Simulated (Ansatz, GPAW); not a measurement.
**Dielectric function and optical constants of Mn3AgP (model structure)**

Aim: the dielectric function of Mn3AgP (model structure), and the optical constants that follow from it. The cell was made here by substitution or stacking, whether or not such a phase is known. It was built so: All N replaced by P in the Pm-3m structure of Mn3AgN. The cell is first relaxed with Ansatz.

Program: GPAW 26.7.0. Level of theory: DFT, revPBE, plane-wave PAW (GPAW data sets), scalar-relativistic, RPA, optical limit. Results are calculated unless marked as measured.

### 1. The starting structure

It takes space group Pm-3m (No. 221, cubic). Conventional cell: a = 4.225 Å, b = 4.225 Å, c = 4.225 Å, α = 90.00°, β = 90.00°, γ = 90.00°. Nearest to Ag lie 12 Mn at 2.99 Å. Mn has 2 P at 2.11 Å and 8 Mn at 2.99 Å and 4 Ag at 2.99 Å nearest. P has 6 Mn at 2.11 Å nearest. All N replaced by P in the Pm-3m structure of Mn3AgN. Farther neighbours are not listed.

### 2. Relaxation

The structure was built or cut out here, so it is relaxed before any spectrum is computed.

This step: DFT, revPBE, plane-wave PAW, default files, scalar-relativistic, relaxation (Ansatz 0.2.0).

File input.yaml:

```yaml
crystal:
  lattice:
    - [4.22523744, 0.0, 0.0]
    - [0.0, 4.22523744, 0.0]
    - [0.0, 0.0, 4.22523744]
  atoms:
    - { symbol: Ag, position: [0.0, 0.0, 0.0] }
    - { symbol: Mn, position: [0.5, 0.5, 0.0], spin: 4.0 }
    - { symbol: Mn, position: [0.5, 0.0, 0.5], spin: 4.0 }
    - { symbol: Mn, position: [0.0, 0.5, 0.5], spin: 4.0 }
    - { symbol: P, position: [0.5, 0.5, 0.5] }
magnetization:
  spin_polarized: true
kpoints:
  mp_grid: { grid: [5, 5, 5] }
scf:
  occupations: { method: fermi_dirac, width: 0.05 }
hamiltonian:
  xc: revpbe
output:
  forces: true
  stress: true
  write_density: true
  write_potential: true
  elf: true
  volumetric_format: npy
relax:
  f_tol: 0.02
  max_steps: 50
  cell: {}
```

The run is started by

```bash
> ansatz run input.yaml --threads 1 --pin off --max-ram 4096MiB --backend cpu --events-out ev --progress --plain --runs-dir out
```

Numbers of over 12 decimals in the logs are rounded to 6 here.

Output:

```text
Engine: ansatz 0.2.0, aarch64-unknown-linux-gnu
Pseudopotentials: kind: paw
Pseudopotential: Ag, paw, valence charge 19, recommended cutoff 420 eV (normal), Ag.paw.azcp
Pseudopotential: Mn, paw, valence charge 15, recommended cutoff 420 eV (normal), Mn.paw.azcp
Pseudopotential: P, paw, valence charge 5, recommended cutoff 420 eV (normal), P.paw.azcp
Functional definition: revPBE
  parameter kappa = 1.245
  parameter beta = 0.066725
  exchange = pbe_x(kappa = kappa, mu = beta*pi^2/3)
  correlation = pbe_c(beta = beta)
Crystal: 5 atoms, lattice volume = 75.432 Å³
Basis set: ecut = 420 eV, 1419 PW (Γ), exchange–correlation on 60×60×60 points (8 copies of the dense FFT grid, shifted against one another)
Bands: 49, of which v1, the nominal top of the filled ones, is band 35 counted from 1 (34 counted from 0)
Symmetry: 48 space group operations
Space group: Pm-3m (ITA 221), of the structure as read, at distance tolerance 4.2e-5 Å
Magnetic group: BNS 221.92 (UNI 1594), of the structure as read, at distance tolerance 4.2e-5 Å
k-points: 10 of 125
Non-local potential: Ag, projectors of the file, l = 0: 3, l = 1: 2, l = 2: 2, l = 3: 1
Non-local potential: Mn, projectors of the file, l = 0: 3, l = 1: 2, l = 2: 3, l = 3: 1
Non-local potential: P, projectors of the file, l = 0: 2, l = 1: 2, l = 2: 2
PAW form: soft (Blöchl's): semilocal exchange-correlation on the pseudo side does not see the compensation charge
PAW frozen core: Ag, regenerated for the run's functional, and the local potential with it (the file was generated under x = pbe(κ = 0.804, μ = 0.219515), c = pbe(β = 0.066725))
PAW frozen core: Mn, regenerated for the run's functional, and the local potential with it (the file was generated under x = pbe(κ = 0.804, μ = 0.219515), c = pbe(β = 0.066725))
PAW frozen core: P, regenerated for the run's functional, and the local potential with it (the file was generated under x = pbe(κ = 0.804, μ = 0.219515), c = pbe(β = 0.066725))
PAW one-centre angular grid: Ag, 590 points (default); XC on 64 Gauss nodes
PAW one-centre angular grid: Mn, 590 points (default); XC on 64 Gauss nodes
PAW one-centre angular grid: P, 110 points (default); XC on 64 Gauss nodes
Initial density: superposition of atomic densities (chi_scale 0.1, normalization cell, long waves kept (reshape's long-wave potential 0.00 eV rms))
Starting moments: Σ|m| = 12 μB on 3 of 5 sites
Initial wavefunctions: pseudopotential atomic-orbital guess
Functional: x = revpbe(κ = 1.245, μ = 0.219515), c = pbe(β = 0.066725)
SCF iter   1: F=—  HF=-20057.381157 eV  |F-HF|=—  |Δ(HF+E_count)|=         —  Δρ=4.62e-2 (↑3.68e-2 ↓4.62e-2)  dr2=6.03e0  dr2_m=4.80e-1  M=10.309 μB ∫|m|=10.840 μB  β_m=0.30  ethr=3.10e-3  ⟨swp⟩=7.2  Hψ=3992  notcnv=0  defer=2
Mixer restart at iter 1: flushing history
preconditioner: auto → Kerker (q_TF=auto, 2.688 Å⁻¹)  [metal: Δε(μ)=0.165 eV  Ē_g=8.224 eV  σ=0.050 eV  W_gap=0.49  n_scr=26 (ndim 8)  ℏωp=26.0 eV  f_vac=0.000  D(μ)=3.42/eV (n_scr^D=26)]
spin=Collinear: Kerker preconditioning applied to the charge; magnetization (m = ρ↑ − ρ↓) channel mixes plain (no charge-response kernel on spin).
SCF iter   2: F=—  HF=-20057.665779 eV  |F-HF|=—  |Δ(HF+E_count)|=   2.85e-1  Δρ=3.26e-2 (↑2.21e-2 ↓3.26e-2)  dr2=2.45e0  dr2_m=2.99e-1  M=10.116 μB ∫|m|=10.729 μB  β_m=0.52  ethr=3.10e-3  ⟨swp⟩=2.1  Hψ=1387  notcnv=0  defer=72
preconditioner: auto → Resta (q_TF=auto, 2.688 Å⁻¹)  ε∞=10.8  [insulator: Δε(μ)=0.143 eV  Ē_g=8.294 eV  σ=0.050 eV  W_gap=0.57  n_scr=26 (ndim 8)  ℏωp=26.0 eV  f_vac=0.000  D(μ)=1.99/eV (n_scr^D=18)  ε∞_Penn≈10.8]
spin=Collinear: Resta preconditioning applied to the charge; magnetization (m = ρ↑ − ρ↓) channel mixes plain (no charge-response kernel on spin).
SCF iter   3: F=—  HF=-20059.134175 eV  |F-HF|=—  |Δ(HF+E_count)|=    1.47e0  Δρ=1.79e-2 (↑9.47e-3 ↓1.79e-2)  dr2=4.26e-1  dr2_m=1.03e-1  M=9.744 μB ∫|m|=10.446 μB  β_m=0.73  ethr=3.10e-3  ⟨swp⟩=3.0  Hψ=1452  notcnv=0  defer=77
SCF iter   4: F=—  HF=-20059.338122 eV  |F-HF|=—  |Δ(HF+E_count)|=   2.04e-1  Δρ=6.17e-3 (↑6.17e-3 ↓5.14e-3)  dr2=2.96e-2  dr2_m=1.28e-2  M=9.457 μB ∫|m|=10.160 μB  β_m=0.86  ethr=6.18e-4  ⟨swp⟩=3.1  Hψ=1695  notcnv=0  defer=76
SCF iter   5: F=—  HF=-20059.360480 eV  |F-HF|=—  |Δ(HF+E_count)|=         —  Δρ=1.73e-3 (↑1.73e-3 ↓1.04e-3)  dr2=9.38e-4  dr2_m=1.01e-3  M=9.417 μB ∫|m|=10.089 μB  β_m=0.86  ethr=4.28e-5  ⟨swp⟩=2.3  Hψ=1899  notcnv=0  defer=76
Mixer restart at iter 5: flushing history
SCF iter   6: F=—  HF=-20059.361702 eV  |F-HF|=—  |Δ(HF+E_count)|=   1.22e-3  Δρ=1.53e-3 (↑1.53e-3 ↓5.53e-4)  dr2=2.40e-3  dr2_m=2.92e-4  M=9.402 μB ∫|m|=10.071 μB  β_m=0.93  ethr=1.36e-6  ⟨swp⟩=2.6  Hψ=1823  notcnv=0  defer=76
SCF iter   7: F=—  HF=-20059.361993 eV  |F-HF|=—  |Δ(HF+E_count)|=   2.91e-4  Δρ=1.49e-3 (↑1.49e-3 ↓4.50e-4)  dr2=1.62e-3  dr2_m=2.97e-4  M=9.426 μB ∫|m|=10.092 μB  β_m=0.71  ethr=1.36e-6  ⟨swp⟩=2.0  Hψ=1860  notcnv=0  defer=76
SCF iter   8: F=—  HF=-20059.361471 eV  |F-HF|=—  |Δ(HF+E_count)|=   5.22e-4  Δρ=1.34e-4 (↑1.34e-4 ↓7.98e-5)  dr2=1.50e-5  dr2_m=1.98e-6  M=9.414 μB ∫|m|=10.080 μB  β_m=0.85  ethr=1.36e-6  ⟨swp⟩=2.1  Hψ=1649  notcnv=0  defer=76
SCF iter   9: F=—  HF=-20059.361451 eV  |F-HF|=—  |Δ(HF+E_count)|=   2.00e-5  Δρ=6.89e-5 (↑6.89e-5 ↓3.57e-5)  dr2=4.73e-6  dr2_m=4.30e-7  M=9.414 μB ∫|m|=10.080 μB  β_m=0.86  ethr=2.18e-8  ⟨swp⟩=2.0  Hψ=1680  notcnv=0  defer=76
SCF iter  10: F=—  HF=-20059.361450 eV  |F-HF|=—  |Δ(HF+E_count)|=   6.87e-7  Δρ=2.93e-5 (↑2.93e-5 ↓1.18e-5)  dr2=5.73e-7  dr2_m=1.58e-7  M=9.413 μB ∫|m|=10.079 μB  β_m=0.87  ethr=6.85e-9  ⟨swp⟩=2.0  Hψ=1606  notcnv=0  defer=76
SCF iter  11: F=—  HF=-20059.361450 eV  |F-HF|=—  |Δ(HF+E_count)|=   1.27e-9  Δρ=8.13e-6 (↑8.13e-6 ↓3.37e-6)  dr2=4.19e-8  dr2_m=1.32e-8  M=9.413 μB ∫|m|=10.079 μB  β_m=0.93  ethr=8.31e-10  ⟨swp⟩=2.4  Hψ=1512  notcnv=0  defer=76
SCF iter  12: F=-20059.361450 eV  HF=-20059.361450 eV  |F-HF|=2.02e-9  |Δ(HF+E_count)|=   5.88e-9  Δρ=9.81e-7 (↑7.37e-7 ↓9.81e-7)  dr2=2.79e-9  dr2_m=2.99e-11  M=9.413 μB ∫|m|=10.079 μB  ethr=6.07e-11  ⟨swp⟩=6.2  Hψ=5778  notcnv=0
SCF 1 converged in 12 iterations: F = -20059.361450 eV  dr2 = 2.79e-9
  greatest PAW one-centre occupation: 1.002 electrons in one spin orbital (limit 2), on the Mn atom at site 2 (counted from 0), in its partial waves of l = 1
relax step   1: F+E_penalty+E_count = -20059.36145031 eV  Δ(F+E_penalty+E_count) = +0.000e0 eV  max|allowed force component| = 5.040e-28 eV/Å  Δτ_max = 0.0000 Å  P = +14.090 GPa  Ω = 75.432 Å³  (12 SCF iters, dr2 threshold 1.00e-7 eV, accepted)
Crystal: 5 atoms, lattice volume = 82.120 Å³
[...]
SCF iter   8: F=-20059.748421 eV  HF=-20059.748421 eV  |F-HF|=7.88e-8  |Δ(HF+E_count)|=   1.66e-7  Δρ=6.82e-6 (↑4.04e-6 ↓6.82e-6)  dr2=1.04e-7  dr2_m=3.96e-9  M=9.805 μB ∫|m|=10.665 μB  ethr=3.82e-10  ⟨swp⟩=7.7  Hψ=7214  notcnv=0
SCF 3 converged in 8 iterations: F = -20059.748421 eV  dr2 = 1.04e-7
  Residual-converged pass: ⟨swp⟩=1.1  Hψ=1062  notcnv=0  max |occ|·‖R‖ = 7.0e-9 eV (tolerance 1.0e-8 eV)  dr2=1.04e-7  dr2_m=3.96e-9  dr2_onsite=1.05e-8  max |Δocc| = 6.9e-12
  greatest PAW one-centre occupation: 1.002 electrons in one spin orbital (limit 2), on the Mn atom at site 3 (counted from 0), in its partial waves of l = 1
relax step   3: F+E_penalty+E_count = -20059.74842106 eV  Δ(F+E_penalty+E_count) = -3.066e-2 eV  max|allowed force component| = 1.593e-28 eV/Å  Δτ_max = 0.0000 Å  P = +0.757 GPa  Ω = 84.586 Å³  energy of the carried Pulay correction = -3.777e-3 eV  (8 SCF iters, dr2 threshold 5.00e-7 eV, accepted)
[...]
relax step   4: F+E_penalty+E_count = -20059.75002368 eV  Δ(F+E_penalty+E_count) = -1.603e-3 eV  max|allowed force component| = 4.444e-29 eV/Å  Δτ_max = 0.0000 Å  P = +0.034 GPa  Ω = 85.369 Å³  energy of the carried Pulay correction = -4.080e-3 eV  (8 SCF iters, dr2 threshold 5.00e-7 eV, accepted)
[...]
relax step   5: F+E_penalty+E_count = -20059.75443131 eV  Δ(F+E_penalty+E_count) = -4.408e-3 eV  max|allowed force component| = 1.459e-29 eV/Å  Δτ_max = 0.0000 Å  P = +0.070 GPa  Ω = 85.369 Å³  stress off target by 7.02e-2 GPa  SCF on the basis re-selected at this cell (its energy is not comparable with the rows above)  (10 SCF iters)
[...]
relax step   6: F+E_penalty+E_count = -20059.75441957 eV  Δ(F+E_penalty+E_count) = +1.173e-5 eV  max|allowed force component| = 1.137e-28 eV/Å  Δτ_max = 0.0000 Å  P = +0.004 GPa  Ω = 85.446 Å³  energy of the carried Pulay correction = -2.944e-5 eV  (8 SCF iters, dr2 threshold 1.23e-8 eV, accepted)
iter 1 solved again at ethr=1.41e-7 eV; its pass at ethr=3.10e-3 eV (dr2=9.72e-5 eV) is discarded
SCF iter   1: F=—  HF=-20059.754461 eV  |F-HF|=—  |Δ(HF+E_count)|=         —  Δρ=2.22e-6 (↑2.22e-6 ↓1.91e-6)  dr2=6.08e-9  dr2_m=7.88e-10  M=9.862 μB ∫|m|=10.733 μB  β_m=0.65  ethr=1.41e-7  ⟨swp⟩=4.2  Hψ=6971  notcnv=0
eigensolver tolerance schedule: the retry pair's looser diagonalisation over-reported the residual by 15987.08 of it (diagonalisation noise at 2.66 of the residual, at the tolerance the schedule requests for it); recorded, not acted on — ethr = c·dr2/N_el stays at c = 1.0e-1
spin=Collinear: Kerker preconditioning applied to the charge; magnetization (m = ρ↑ − ρ↓) channel mixes plain (no charge-response kernel on spin).
SCF iter   2: F=—  HF=-20059.754458 eV  |F-HF|=—  |Δ(HF+E_count)|=   2.84e-6  Δρ=1.11e-6 (↑1.11e-6 ↓8.56e-7)  dr2=6.71e-10  dr2_m=2.65e-10  M=9.862 μB ∫|m|=10.733 μB  β_m=0.46  ethr=8.81e-12  ⟨swp⟩=3.9  Hψ=2335  notcnv=0
SCF iter   3: F=—  HF=-20059.754458 eV  |F-HF|=—  |Δ(HF+E_count)|=  1.64e-10  Δρ=5.21e-7 (↑3.15e-7 ↓5.21e-7)  dr2=1.20e-10  dr2_m=4.25e-11  M=9.862 μB ∫|m|=10.733 μB  β_m=0.56  ethr=1.00e-12  ⟨swp⟩=2.0  Hψ=1557  notcnv=0
SCF iter   4: F=—  HF=-20059.754458 eV  |F-HF|=—  |Δ(HF+E_count)|=  4.51e-10  Δρ=1.75e-7 (↑9.36e-8 ↓1.75e-7)  dr2=2.54e-11  dr2_m=3.85e-12  M=9.862 μB ∫|m|=10.733 μB  β_m=0.63  ethr=1.00e-12  ⟨swp⟩=1.0  Hψ=980  notcnv=0
SCF iter   5: F=—  HF=-20059.754458 eV  |F-HF|=—  |Δ(HF+E_count)|=  2.11e-10  Δρ=1.48e-7 (↑6.24e-8 ↓1.48e-7)  dr2=4.02e-11  dr2_m=2.08e-12  M=9.862 μB ∫|m|=10.733 μB  β_m=0.81  ethr=1.00e-12  ⟨swp⟩=1.1  Hψ=981  notcnv=0
SCF iter   6: F=-20059.754458 eV  HF=-20059.754458 eV  |F-HF|=7.28e-12  |Δ(HF+E_count)|=  1.60e-10  Δρ=1.08e-7 (↑1.08e-7 ↓8.05e-8)  dr2=1.32e-11  dr2_m=4.15e-12  M=9.862 μB ∫|m|=10.733 μB  ethr=1.00e-12  ⟨swp⟩=5.7  Hψ=4735  notcnv=0
SCF 7 converged in 6 iterations: F = -20059.754458 eV  dr2 = 1.32e-11
  greatest PAW one-centre occupation: 1.002 electrons in one spin orbital (limit 2), on the Mn atom at site 1 (counted from 0), in its partial waves of l = 1
relax step   7: F+E_penalty+E_count = -20059.75445821 eV  Δ(F+E_penalty+E_count) = -3.864e-5 eV  max|allowed force component| = 7.489e-29 eV/Å  Δτ_max = 0.0000 Å  P = +0.003 GPa  Ω = 85.446 Å³  stress off target by 3.37e-3 GPa  SCF on the basis re-selected at this cell (its energy is not comparable with the rows above)  (6 SCF iters)
basis re-selected at this cell: Δ(F+E_penalty+E_count) = -3.864e-5 eV, ΔP = -0.000 GPa vs the last step (what re-selecting the basis moved, of the pressure what is left beyond the Pulay correction that the steps carried, after the strain that the cell walked since its last selection, with what the two solves' SCF thresholds leave and, on support functions, any second-order correction that the steps lacked; it is no m [...]
SCF converged after 6 iterations
Magnetization: 9.8616 μB (39.4308 up, 29.5692 down)
Absolute magnetization: 10.7342 μB (∫|ρ↑−ρ↓|, with the PAW one-centre terms)
Spin contamination: 0.2921 ħ² per cell (⟨S²⟩ above its minimum at these occupations)
Per-site moments (μB) at R_I (Å): [(-0.033484, 1.284714), (3.060754, 0.908430), (3.060754, 0.908430), (3.060754, 0.908430), (-0.097711, 0.908430)]
Free energy (F): -20059.754458 eV
Harris-Foulkes:  -20059.754458 eV  (|F-HF|=7.28e-12)
Internal energy: -20059.735382 eV  (E = F + TS)
E sigma→0 (E₀):  -20059.744920 eV
Entropy (-TS):   -0.019076 eV (-3.815 meV/atom)
Fermi energy:    12.352386 eV
--- Per-component energies (eV) ---
  E_band       = -1126.702849
  E_kinetic    = 1508.571818
  E_local      = -9133.045785  (includes V_loc(G=0)·N_el)
  E_nonlocal   = 853.184435
  E_hartree    = 3851.937252
  E_xc         = -584.016777
  E_vxc        = -726.340331  (∫ρ·V_xc dr)
  E_paw        = -8401.835460  (= ΣΔE_a)
  E_vpaw       = -1332.947605  (= ΣTr[D̂ρ^β])
  E_aug_tail   = 0.000311  (compensation charges beyond the density's cutoff)
  E_ewald      = -8154.321692
  E_core_change = -0.209486  (= ΣΔE_core)
  E_smearing   = -0.019076  (= −TS)
  E_closure    = -0.000000  (closes the sum)
  Σ components = -20059.754458   (vs F -20059.754458, Δ=0.00e0)
--- Forces (eV/Å), atoms counted from 1 ---
  atom   1  Ag    -0.00000000     0.00000000     0.00000000
  atom   2  Mn    -0.00000000    -0.00000000     0.00000000
  atom   3  Mn    -0.00000000    -0.00000000    -0.00000000
  atom   4  Mn     0.00000000     0.00000000     0.00000000
  atom   5  P     -0.00000000    -0.00000000    -0.00000000
  max |Σ_I F_I| component: 2.15e-28 eV/Å
--- Stress (GPa, compression-positive) ---
        0.003374       0.000000      -0.000000
        0.000000       0.003374       0.000000
       -0.000000       0.000000       0.003374
  P = ⅓ Tr σ = 0.0034 GPa (0.034 kbar)
--- Band table (eV; the first three rows and the last of 20) ---
  k-point 0 ↑: bands = [... 31 lower, 10.2534, 10.2534, 10.7908, 10.7908, 10.7908, 10.9695, 11.1660, 11.1660, ... 10 higher]
  k-point 1 ↑: bands = [... 31 lower, 10.2405, 10.5815, 10.6974, 10.6974, 10.7781, 10.8765, 11.1662, 11.4380, ... 10 higher]
  k-point 2 ↑: bands = [... 31 lower, 10.2689, 10.3135, 10.5308, 10.5308, 10.6485, 10.7585, 11.1665, 11.9772, ... 10 higher]
  k-point 9 ↓: bands = [... 31 lower, 13.0563, 13.1303, 13.1303, 13.1763, 14.1417, 14.1417, 14.5404, 14.6492, ... 10 higher]
--- Relaxed structure (5 steps of the walk, 5 accepted, 2 SCFs on fresh bases) ---
  F+E_penalty+E_count = -20059.75445821 eV   max|allowed force component| = 7.489e-29 eV/Å   (the final SCF, on the basis selected at the relaxed cell)
  cell:  # Å, volume = 85.4461 Å³
    - [4.404509, 0, 0]
    - [0, 4.404509, 0]
    - [0, 0, 4.404509]
  atoms:
    - { symbol: Ag, position: [0, 0, 0] }
    - { symbol: Mn, position: [0.500000, 0.500000, 0] }
    - { symbol: Mn, position: [0.500000, 0, 0.500000] }
    - { symbol: Mn, position: [0, 0.500000, 0.500000] }
    - { symbol: P, position: [0.500000, 0.500000, 0.500000] }
```

Wall time 51 s (1 thread of Arm Neoverse V1, shared host); peak memory 0.41 GiB.

The steps of the relaxation:

| step | energy less that of the first step (eV) | largest force component (eV/Å) | pressure (GPa) | volume (Å³) |
| --- | --- | --- | --- | --- |
| 1 | 0.0000 | 0.0000 | 14.09 | 75.43 |
| 2 | -0.3563 | 0.0000 | 3.49 | 82.12 |
| 3 | -0.3870 | 0.0000 | 0.76 | 84.59 |
| 4 | -0.3886 | 0.0000 | 0.03 | 85.37 |
| 5* | -0.3930 | 0.0000 | 0.07 | 85.37 |
| 6 | -0.3930 | 0.0000 | 0.00 | 85.45 |
| 7* | -0.3930 | 0.0000 | 0.00 | 85.45 |

Relaxation steps marked * repeat the geometry before them on a plane-wave basis chosen anew for their cell, so energy and pressure can jump there.

Forces are held to the 48 operations that the run works with; a distortion that breaks them can't arise in this run.

| conventional cell, symmetrised | before | after | change |
| --- | --- | --- | --- |
| a (Å) | 4.225 | 4.405 | +4.2 % |
| b (Å) | 4.225 | 4.405 | +4.2 % |
| c (Å) | 4.225 | 4.405 | +4.2 % |
| volume (Å³/atom) | 15.09 | 17.09 | +13.3 % |

The relaxed structure:

```
Ag Mn P
1.0
     4.40451    0.00000    0.00000
     0.00000    4.40451    0.00000
     0.00000    0.00000    4.40451
Ag Mn P
1 3 1
Direct
  0.00000 0.00000 0.00000
  0.50000 0.50000 0.00000
  0.50000 0.00000 0.50000
  0.00000 0.50000 0.50000
  0.50000 0.50000 0.50000
```

The relaxation ends with a pressure of 0.00 GPa.

(Continued in part 2 of 3.)

[Machine, clock and banner lines and Python warnings are left out of the logs.]

[Logs are printed without paths, hosts, clocks, repeated set-up lines and the standing remarks that a program may print on its own settings, such as how far it seeks lower states.]

[Hosts, paths, dates, database ids (printed as entryN), source tags and the programs' standing remarks are cut or masked in the printed files.]
